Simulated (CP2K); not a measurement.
Consider 2-borylimidazole at its PBE geometry (Å).

```xyz
11

B     2.0966   -0.1136    0.1257
C     0.5904   -0.2164    0.0192
N    -0.1658   -1.3337   -0.1216
C    -1.4583   -0.9262   -0.1699
C    -1.5437    0.4636   -0.0596
N    -0.2607    0.8911    0.0563
H     2.5995    0.9697    0.2448
H     2.7665   -1.1004    0.0914
H    -2.2789   -1.6290   -0.2818
H    -2.3908    1.1405   -0.0560
H     0.0451    1.8545    0.1515
```

Method: CP2K XAS_TDP, all-electron GAPW, PBEh(45%), aug-cc-pVDZ, TDA, no relativity.

**Question.** Predict the bright core excitations at the C K edge.

Leading lines: C2 281.62 eV, C4 282.34 eV and C5 282.00 eV. The leading line of an atom is its first one with 35 % of the strongest within 2.5 eV of its lowest line over the strength cut. 

The first six lines of each atom with a strength over 0.0015:

| atom | energy (eV) | states | strength, one atom |
| --- | --- | --- | --- |
| C2 (bonded to B and 2 N) | 281.62 | 1 | 0.0179 |
|  | 284.02 | 1 | 0.0435 |
|  | 286.68 | 1 | 0.0110 |
|  | 286.86 | 2 | 0.0065 |
|  | 287.28 | 1 | 0.0116 |
|  | 287.69 | 1 | 0.0017 |
| C4 (bonded to C, N and H) | 282.34 | 1 | 0.0362 |
|  | 282.98 | 1 | 0.0201 |
|  | 284.86 | 1 | 0.0073 |
|  | 285.40 | 1 | 0.0035 |
|  | 286.31 | 1 | 0.0030 |
|  | 287.46 | 1 | 0.0041 |
| C5 (bonded to C, N and H) | 282.00 | 1 | 0.0463 |
|  | 284.79 | 1 | 0.0104 |
|  | 284.99 | 1 | 0.0119 |
|  | 285.99 | 1 | 0.0026 |
|  | 286.55 | 1 | 0.0022 |
|  | 286.72 | 1 | 0.0023 |

Lines are vertical, at one geometry, with no vibrational structure. Without a correction of the core level, line positions, and the gaps between valence and Rydberg lines, follow the share of exact exchange. At this level such K lines come out 3 to 6 eV under measured ones. These values hold no scalar relativity, about 0.1 eV for C 1s. Rydberg lines, and the discretised continuum above threshold, depend on the basis and the box.

[Banner, clock and machine lines of the logs are left out without a mark of their own.]

[Logs are printed without paths, hosts, clocks, repeated set-up lines and the standing remarks that a program may print on its own settings, such as how far it seeks lower states.]

[Hosts, paths, dates, database ids (printed as entryN), source tags and the programs' standing remarks are cut or masked in the printed files.]
